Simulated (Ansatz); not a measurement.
# O on Ti(0001): change of the work function, part 2 of 3

How does O on the fcc site change the work function of Ti(0001) as the layer fills?

Ansatz 0.2.0; plane-wave DFT, PBE, Ansatz PAW.

So far, work function, upper face (eV): step 2 (the clean slab) 4.37.

## (3) The covered slab, k-mesh 6×6×1, coverage 0.25 ML

System of this step: O/Ti(0001). The cell holds 17 atoms: 16 Ti and 1 O. Cell: a = 5.900 Å, b = 5.900 Å, c = 26.508 Å, α = 90.0°, β = 90.0°, γ = 60.0°. Vacuum lies along c.

The clean slab as it ended is repeated in the plane and the adsorbate is set on one face; the cell's size fixes the coverage, and the k-mesh shrinks with it to keep the sampling density about even. Adsorbate and upper layers relax, since the dipole depends on the height.

Input file input.yaml:

```yaml
crystal:
  lattice:
    - [5.9, 0.0, 0.0]
    - [2.95, 5.1095498824, 0.0]
    - [0.0, 0.0, 26.5080426596]
  atoms:
    - { symbol: Ti, position: [0.3333333333, 0.3333333333, 0.3395195985] }
    - { symbol: Ti, position: [0.0, 0.0, 0.4278814601] }
    - { symbol: Ti, position: [0.3333333333, 0.3333333333, 0.5188087285] }
    - { symbol: Ti, position: [0.0, 0.0, 0.6006206877] }
    - { symbol: Ti, position: [0.3333333333, 0.8333333333, 0.3395195985] }
    - { symbol: Ti, position: [0.0, 0.5, 0.4278814601] }
    - { symbol: Ti, position: [0.3333333333, 0.8333333333, 0.5188087285] }
    - { symbol: Ti, position: [0.0, 0.5, 0.6006206877] }
    - { symbol: Ti, position: [0.8333333333, 0.3333333333, 0.3395195985] }
    - { symbol: Ti, position: [0.5, 0.0, 0.4278814601] }
    - { symbol: Ti, position: [0.8333333333, 0.3333333333, 0.5188087285] }
    - { symbol: Ti, position: [0.5, 0.0, 0.6006206877] }
    - { symbol: Ti, position: [0.8333333333, 0.8333333333, 0.3395195985] }
    - { symbol: Ti, position: [0.5, 0.5, 0.4278814601] }
    - { symbol: Ti, position: [0.8333333333, 0.8333333333, 0.5188087285] }
    - { symbol: Ti, position: [0.5, 0.5, 0.6006206877] }
    - { symbol: O, position: [0.1666666667, 0.1666666667, 0.6604804015] }
kpoints:
  mp_grid: { grid: [6, 6, 1] }
hamiltonian:
  xc: pbe
scf:
  occupations: { method: fermi_dirac, width: 0.1 }
  convergence: { dr2_threshold: 1.0e-08 }
efield:
  axis: 3
  dipole_correction: true
  ramp_position: 0.97
  ramp_width: 0.06
relax:
  f_tol: 0.02
  max_steps: 60
  constraints: [{ sites: [0, 1, 4, 5, 8, 9, 12, 13] }]
output:
  dos: { projected: true, e_range: [-8, 4] }
  write_potential: true
  write_density: true
  volumetric_format: npy
  elf: true
```

On the command line:

```console
$ ansatz run input.yaml --threads 4 --pin off --max-ram 6144MiB --backend cpu --events-out ev --progress --plain --runs-dir out
```

Numbers of over 12 decimals in the logs are rounded to 6 here.

What it wrote:

```text
[...]
Crystal: 17 atoms, lattice volume = 799.121 Å³
Basis set: ecut = 420 eV, 15545 PW (Γ), exchange–correlation on 80×80×360 points (8 copies of the dense FFT grid, shifted against one another)
Bands: 119, of which v1, the nominal top of the filled ones, is band 99 counted from 1 (98 counted from 0)
Symmetry: 6 space group operations
[...]
k-points: 7 of 36 (time reversal used)
[...]
SCF iter   1: F=—  HF=-40556.440895 eV  |F-HF|=—  |Δ(HF+E_count)|=         —  Δρ=8.02e-3  dr2=7.69e0  ethr=1.77e-3  p=-0.117 e·Å  D=-2.64e-2 V/Å  ΔV_dip=0.70 eV  dr2_dipole=3.03e0  V_vac-E_F(+/−)=4.82/4.12 eV  ⟨swp⟩=10.4  Hψ=3872  notcnv=0
[...]
SCF iter  10: F=-40556.381894 eV  HF=-40556.381894 eV  |F-HF|=1.46e-8  |Δ(HF+E_count)|=   2.96e-8  Δρ=5.86e-7  dr2=2.49e-9  ethr=5.05e-12  p=-0.136 e·Å  D=-3.07e-2 V/Å  ΔV_dip=0.81 eV  dr2_dipole=3.91e-11  V_vac-E_F(+/−)=5.23/4.41 eV  ⟨swp⟩=11.9  Hψ=6523  notcnv=0
SCF 1 converged in 10 iterations: F = -40556.381894 eV  dr2 = 2.49e-9
[...]
relax step   1: F+E_penalty+E_count = -40556.38189360 eV  Δ(F+E_penalty+E_count) = +0.000e0 eV  max|allowed force component| = 4.758e0 eV/Å  Δτ_max = 0.0000 Å  (10 SCF iters, accepted)
[...]
SCF iter  10: F=-40557.593470 eV  HF=-40557.593470 eV  |F-HF|=1.46e-8  |Δ(HF+E_count)|=   4.00e-8  Δρ=5.92e-7  dr2=4.11e-9  ethr=5.05e-12  p=-0.046 e·Å  D=-1.03e-2 V/Å  ΔV_dip=0.27 eV  dr2_dipole=2.59e-10  V_vac-E_F(+/−)=4.68/4.41 eV  ⟨swp⟩=11.6  Hψ=6298  notcnv=0
SCF 2 converged in 10 iterations: F = -40557.593470 eV  dr2 = 4.11e-9
relax step   2: F+E_penalty+E_count = -40557.59347034 eV  Δ(F+E_penalty+E_count) = -1.212e0 eV  max|allowed force component| = 3.583e0 eV/Å  Δτ_max = 0.1948 Å  (10 SCF iters, accepted)
[...]
SCF iter  10: F=-40558.249532 eV  HF=-40558.249532 eV  |F-HF|=1.57e-8  |Δ(HF+E_count)|=   7.75e-8  Δρ=7.13e-7  dr2=6.04e-9  ethr=5.05e-12  p=0.024 e·Å  D=5.33e-3 V/Å  ΔV_dip=-0.14 eV  dr2_dipole=1.38e-10  V_vac-E_F(+/−)=4.27/4.41 eV  ⟨swp⟩=11.4  Hψ=5920  notcnv=0
SCF 3 converged in 10 iterations: F = -40558.249532 eV  dr2 = 6.04e-9
relax step   3: F+E_penalty+E_count = -40558.24953245 eV  Δ(F+E_penalty+E_count) = -6.561e-1 eV  max|allowed force component| = 1.023e0 eV/Å  Δτ_max = 0.1949 Å  (10 SCF iters, accepted)
[...]
relax step   4: F+E_penalty+E_count = -40558.31073127 eV  Δ(F+E_penalty+E_count) = -6.120e-2 eV  max|allowed force component| = 5.620e-1 eV/Å  Δτ_max = 0.1920 Å  (10 SCF iters, accepted)
[...]
relax step   5: F+E_penalty+E_count = -40558.34234243 eV  Δ(F+E_penalty+E_count) = -3.161e-2 eV  max|allowed force component| = 8.313e-2 eV/Å  Δτ_max = 0.0498 Å  (9 SCF iters, accepted)
SCF iter   1: F=—  HF=-40558.342763 eV  |F-HF|=—  |Δ(HF+E_count)|=         —  Δρ=2.78e-4  dr2=1.46e-3  ethr=1.69e-5  p=0.035 e·Å  D=8.02e-3 V/Å  ΔV_dip=-0.21 eV  dr2_dipole=6.72e-6  V_vac-E_F(+/−)=4.20/4.41 eV  ⟨swp⟩=2.0  Hψ=1243  notcnv=0
[...]
SCF iter   7: F=-40558.342962 eV  HF=-40558.342962 eV  |F-HF|=1.52e-8  |Δ(HF+E_count)|=   6.12e-8  Δρ=6.48e-7  dr2=6.85e-9  ethr=5.05e-12  p=0.034 e·Å  D=7.70e-3 V/Å  ΔV_dip=-0.20 eV  dr2_dipole=3.02e-12  V_vac-E_F(+/−)=4.21/4.41 eV  ⟨swp⟩=10.6  Hψ=5638  notcnv=0
SCF 6 converged in 7 iterations: F = -40558.342962 eV  dr2 = 6.85e-9
[...]
relax step   6: F+E_penalty+E_count = -40558.34296175 eV  Δ(F+E_penalty+E_count) = -6.193e-4 eV  max|allowed force component| = 5.109e-3 eV/Å  Δτ_max = 0.0048 Å  (7 SCF iters, accepted)
NSCF: frozen V_eff on 7 k-points
[...]
SCF converged after 7 iterations
Free energy (F): -40558.342962 eV
[...]
Internal energy: -40557.381179 eV  (E = F + TS)
E sigma→0 (E₀):  -40557.862071 eV
Entropy (-TS):   -0.961782 eV (-56.575 meV/atom)
Fermi energy:    2.062956 eV
Dipole field:    D = 0.007697 V/Å  (p = 0.033991 e·Å, saw-weighted, corrected)
Work function:   Φ+ = 4.2105 eV   Φ− = 4.4145 eV
[...]
--- Forces (eV/Å), atoms counted from 1 ---
  atom   1  Ti     0.02440066     0.01408773     0.58821852
  atom   2  Ti    -0.03667745    -0.02117573    -0.55385197
  atom   3  Ti     0.00126328     0.00072936     0.00094155
  atom   4  Ti     0.00099357     0.00057364     0.00148338
  atom   5  Ti    -0.00000000    -0.02817546     0.58821852
  atom   6  Ti     0.00000000     0.04235147    -0.55385197
  atom   7  Ti    -0.00000000    -0.00145872     0.00094155
  atom   8  Ti    -0.00000000    -0.00114727     0.00148338
  atom   9  Ti    -0.02440066     0.01408773     0.58821852
  atom  10  Ti     0.03667745    -0.02117573    -0.55385197
  atom  11  Ti    -0.00126328     0.00072936     0.00094155
  atom  12  Ti    -0.00099357     0.00057364     0.00148338
  atom  13  Ti    -0.00000000     0.00000000     0.58666284
  atom  14  Ti    -0.00000000    -0.00000000    -0.69174498
  atom  15  Ti     0.00000000     0.00000000    -0.00510943
  atom  16  Ti     0.00000000    -0.00000000     0.00211999
  atom  17  O      0.00000000     0.00000000    -0.00232157
  max |Σ_I F_I| component: 1.87e-5 eV/Å
--- Band table (eV; the first three rows and the last of 7) ---
  k-point 0: bands = [... 95 lower, 2.2116, 2.2341, 2.3343, 2.5127, 2.5703, 2.5703, 2.6021, 2.7289, ... 16 higher]
  k-point 1: bands = [... 95 lower, 2.1768, 2.2102, 2.2326, 2.3424, 2.4109, 2.4393, 2.4809, 2.6247, ... 16 higher]
  k-point 2: bands = [... 95 lower, 1.9859, 1.9883, 2.0544, 2.1059, 2.1163, 2.1915, 2.2473, 2.2929, ... 16 higher]
  k-point 6: bands = [... 95 lower, 1.5930, 1.7015, 1.7038, 1.7648, 1.7904, 1.7981, 1.9912, 2.0170, ... 16 higher]
--- Relaxed structure (6 steps of the walk, 6 accepted, 0 SCFs on fresh bases) ---
  F+E_penalty+E_count = -40558.34296175 eV   max|allowed force component| = 5.109e-3 eV/Å
  atoms:
    - { symbol: Ti, position: [0.333333, 0.333333, 0.3395195985] }
    - { symbol: Ti, position: [2.6667121670171395e-17, 2.66671216701714e-17, 0.427881] }
    - { symbol: Ti, position: [0.329693, 0.329693, 0.517675] }
    - { symbol: Ti, position: [0.00239959, 0.00239959, 0.604338] }
    - { symbol: Ti, position: [0.333333, 0.833333, 0.3395195985] }
    - { symbol: Ti, position: [5.551115123125783e-17, 0.5, 0.427881] }
    - { symbol: Ti, position: [0.329693, 0.840614, 0.517675] }
    - { symbol: Ti, position: [0.00239959, 0.495201, 0.604338] }
    - { symbol: Ti, position: [0.833333, 0.333333, 0.3395195985] }
    - { symbol: Ti, position: [0.5, 2.66671216701714e-17, 0.427881] }
    - { symbol: Ti, position: [0.840614, 0.329693, 0.517675] }
    - { symbol: Ti, position: [0.495201, 0.00239959, 0.604338] }
    - { symbol: Ti, position: [0.833333, 0.833333, 0.3395195985] }
    - { symbol: Ti, position: [0.500000, 0.5, 0.427881] }
    - { symbol: Ti, position: [0.833333, 0.833333, 0.519117] }
    - { symbol: Ti, position: [0.500000, 0.5, 0.595515] }
    - { symbol: O, position: [0.166667, 0.166667, 0.640487] }
```

Wall time 73 s (4 threads of Intel Xeon Platinum 8488C (Sapphire Rapids), shared host); peak memory 2.4 GiB.

This run has no spin polarisation, although Ti can carry a moment.

The steps of the relaxation:

```tsv
step	energy less that of the first step (eV)	largest force component (eV/Å)
1	0.0000	4.7584
2	-1.2116	3.5830
3	-1.8676	1.0232
4	-1.9288	0.5620
5	-1.9604	0.0831
6	-1.9611	0.0051
```

Forces are held to the 6 operations that the run works with; a distortion that breaks them can't arise in this run.

The atoms that moved most (Å):

```tsv
atom	dx	dy	dz	length
O17	0.000	0.000	-0.530	0.530
Ti16	0.000	0.000	-0.135	0.135
Ti12	-0.021	0.012	0.099	0.102
Ti4	0.021	0.012	0.099	0.102
Ti8	0.000	-0.025	0.099	0.102
Ti7	0.000	0.037	-0.030	0.048
Ti3	-0.032	-0.019	-0.030	0.048
Ti11	0.032	-0.019	-0.030	0.048
```

Final coordinates:

```xyz
17
Lattice="5.9000 0.0000 0.0000 2.9500 5.1095 0.0000 0.0000 0.0000 26.5080" Properties=species:S:1:pos:R:3
Ti    2.9500    1.7032    9.0000
Ti    0.0000    0.0000   11.3423
Ti    2.9178    1.6846   13.7226
Ti    0.0212    0.0123   16.0198
Ti    4.4250    4.2580    9.0000
Ti    1.4750    2.5548   11.3423
Ti    4.4250    4.2952   13.7226
Ti    1.4750    2.5303   16.0198
Ti    5.9000    1.7032    9.0000
Ti    2.9500    0.0000   11.3423
Ti    5.9322    1.6846   13.7226
Ti    2.9288    0.0123   16.0198
Ti    7.3750    4.2580    9.0000
Ti    4.4250    2.5548   11.3423
Ti    7.3750    4.2580   13.7608
Ti    4.4250    2.5548   15.7859
O     1.4750    0.8516   16.9781
```

This step gave:

- energy at zero smearing: -40557.8621 eV
- work function, upper face: 4.210 eV
- work function, lower face: 4.415 eV
- dipole along the normal: 0.03399 e·Å
- step between the vacuum levels: -0.2040 eV

Running mean over 2.342 Å of the planar mean; the ramp of the sawtooth is left out. Table of electron's electrostatic potential energy less the Fermi level by z:

```tsv
z (Å)	electron's electrostatic potential energy less the Fermi level (eV)
4	4.41
5	4.40
6	4.23
7	2.88
8	-3.13
9	-6.74
10	-6.59
11	-6.58
12	-6.45
13	-6.40
14	-6.80
15	-7.26
16	-7.28
17	-3.64
18	2.35
19	4.08
20	4.20
21	4.21
22	4.21
23	4.21
```

The density of states has structure finer than the step of the table below, so its rows give means over 0.25 eV, whole bins alone (the curve runs from -8 to 0.84 eV). Peaks (eV: height): -5.590: 71.9, -0.750: 74.5, -0.630: 53.7, -0.300: 36.1, -0.060: 53.0, 0.450: 44.7, 0.660: 40.8.

The density of states by energy, zero at the Fermi level; means over each step:

```tsv
energy (eV)	density of states (states/eV a cell)
-6.00	0
-5.75	1.16
-5.50	14.9
-5.25	3.76
-5.00	4.77
-4.75	1.38
-4.50	2.30
-4.25	2.80
-4.00	2.68
-3.75	3.09
-3.50	3.19
-3.25	4.37
-3.00	3.57
-2.75	12.1
-2.50	5.14
-2.25	18.2
-2.00	14.3
-1.75	22.6
-1.50	19.9
-1.25	17.3
-1.00	19.3
-0.75	36.1
-0.50	20.3
-0.25	23.4
0.00	33.4
0.25	31.7
0.50	33.4
```

Projected DOS per atom over height of the atomic layer and energy from the Fermi level. Layers: Ti4 Ti4 Ti4 Ti4 O from below.

Ten even steps from '0' (0.0 states/eV) to '9' (7.1 states/eV), each cell a mean:
```
32220
32120
21110
22220
21110
11110
11210
11100
00000
00000
00000
00000
00000
00000
00004
00009
00000
00000
00000
00000
00000
00000
```
Columns: height of the atomic layer (Å) from 9 to 17.0 (not evenly spaced); rows upwards: energy from the Fermi level (eV) from -7.96 to 0.745.

ELF in the ca plane at fractional y = 0.000, with atoms of Ti within 0.2 Å of it. It is the smooth field of the valence electrons, not physical close to the nuclei.

Ten even steps from '0' (0.00) to '9' (0.75), each cell a mean:
```
66786256475268788625747510000000000000000000
22344225752244334422565211100000000000000000
12213422222431221232222233310000000000000000
23312553235521331255434666421000000000000000
23212542224521221244223455421000000000000000
12224323431342222321343112210000000000000000
44565247774256556624777400000000000000000000
78896265156268999736517610000000000000000000
66786267475267778735637500000000000000000000
22344225752243234533675223210000000000000000
12213422222421221342222576420000000000000000
23312553335522441244225898520000000000000000
23212542224521331243213787520000000000000000
12224323431332222432342245310000000000000000
44565247774255556634767311100000000000000000
78896275156268999736406610000000000000000000
```
Columns run along c (16.0 Å, from fractional 0.32 to 0.92 of the cell), rows up along a (5.9 Å). Atoms in or near the plane, at fractional coordinates: Ti at (0.43, 0.00), Ti at (0.60, 0.00), Ti at (0.43, 0.50), Ti at (0.60, 0.50).

Valence density in the ca plane at fractional y = 0.000, with atoms of Ti within 0.2 Å of it. It is the smooth field of the valence electrons, not physical close to the nuclei.

Values in units of 1e0 e/Å³, 9 rows by 16 columns, each cell a mean:
```
0.2 0.2 2.5 3.5 0.2 0.2 0.3 4.1 1.6 0.0 0.0 0.0 0.0 0.0 0.0 0.0
0.4 0.2 0.3 0.3 0.2 0.4 0.2 0.3 0.2 0.0 0.0 0.0 0.0 0.0 0.0 0.0
0.4 0.3 0.2 0.2 0.2 0.5 0.2 0.2 0.1 0.0 0.0 0.0 0.0 0.0 0.0 0.0
0.2 0.2 1.8 2.5 0.2 0.2 0.2 2.9 1.1 0.0 0.0 0.0 0.0 0.0 0.0 0.0
0.2 0.2 4.0 5.5 0.2 0.2 0.3 6.7 2.7 0.0 0.0 0.0 0.0 0.0 0.0 0.0
0.2 0.2 0.9 1.3 0.2 0.3 0.2 1.7 0.7 0.1 0.0 0.0 0.0 0.0 0.0 0.0
0.5 0.3 0.2 0.2 0.2 0.6 0.2 0.2 0.5 0.2 0.0 0.0 0.0 0.0 0.0 0.0
0.3 0.2 0.5 0.7 0.2 0.4 0.2 0.9 0.5 0.1 0.0 0.0 0.0 0.0 0.0 0.0
0.2 0.2 3.6 5.0 0.2 0.2 0.3 6.2 2.5 0.0 0.0 0.0 0.0 0.0 0.0 0.0
```
Columns run along c (16.0 Å, from fractional 0.32 to 0.92 of the cell), rows up along a (5.9 Å). Atoms in or near the plane, at fractional coordinates: Ti at (0.43, 0.00), Ti at (0.60, 0.00), Ti at (0.43, 0.50), Ti at (0.60, 0.50).

Electrostatic potential energy in the ca plane at fractional y = 0.000, with atoms of Ti within 0.2 Å of it. With pseudopotentials it is smooth inside the atoms' cores, unlike the true potential.

Values in eV, 9 rows by 16 columns, each cell a mean:
```
  1   2 -21 -26   1   2  -1 -29 -17   4   6   6   6   6   6   6
 -8  -1  -2  -3   1  -9   0  -4   0   5   6   6   6   6   6   6
-10  -2   1   0   1 -11   0   0   2   5   6   6   6   6   6   6
  0   2 -18 -22   1   1   0 -25 -14   4   6   6   6   6   6   6
  3   2 -26 -30   1   3  -2 -33 -22   4   6   6   6   6   6   6
 -2   1 -11 -15   1  -3   0 -19  -9   5   6   6   6   6   6   6
-12  -3   2   1  -1 -15   0   0   1   6   6   6   6   6   6   6
 -5   0  -7 -10   0  -6   0 -13  -5   5   6   6   6   6   6   6
  3   2 -25 -29   1   3  -2 -33 -21   4   6   6   6   6   6   6
```
Columns run along c (16.0 Å, from fractional 0.32 to 0.92 of the cell; values clipped at the 3rd and 97th percentile), rows up along a (5.9 Å). Atoms in or near the plane, at fractional coordinates: Ti at (0.43, 0.00), Ti at (0.60, 0.00), Ti at (0.43, 0.50), Ti at (0.60, 0.50).

The relaxation took 6 steps and lowered the energy by 2.0 eV; the largest force on the free atoms ends at 0.0051 eV/Å.

By hand: a sheet of dipoles makes a step −p/(ε₀A) in the electron's potential. With e/ε₀ = 180.95 V·Å, p = 0.03399 e·Å and A = 30.15 Å², that is −180.95 × (0.03399) / 30.15 = -0.204 eV, and the two vacuum levels of the run differ by -0.204 eV.

The covered face has 4.21 eV, -0.16 eV against the clean one; the bare back face has moved by -0.01 eV, a measure of how thin the slab is.

(Continued in part 3 of 3.)

[Logs are printed without paths, hosts, clocks, repeated set-up lines and the standing remarks that a program may print on its own settings, such as how far it seeks lower states.]

[Hosts, paths, dates, database ids (printed as entryN), source tags and the programs' standing remarks are cut or masked in the printed files.]

[Maps of the electrostatic potential energy from Ansatz leave out the sawtooth potential of an applied field or a dipole correction, so their vacuum need not be flat; planar profiles and work functions include it.]

[The density of states shown here was stored with 400 of the rows of the run's finer table, so its peaks can read low, often by over a quarter, or be missed, and its means over a window can be off by a tenth or more.]
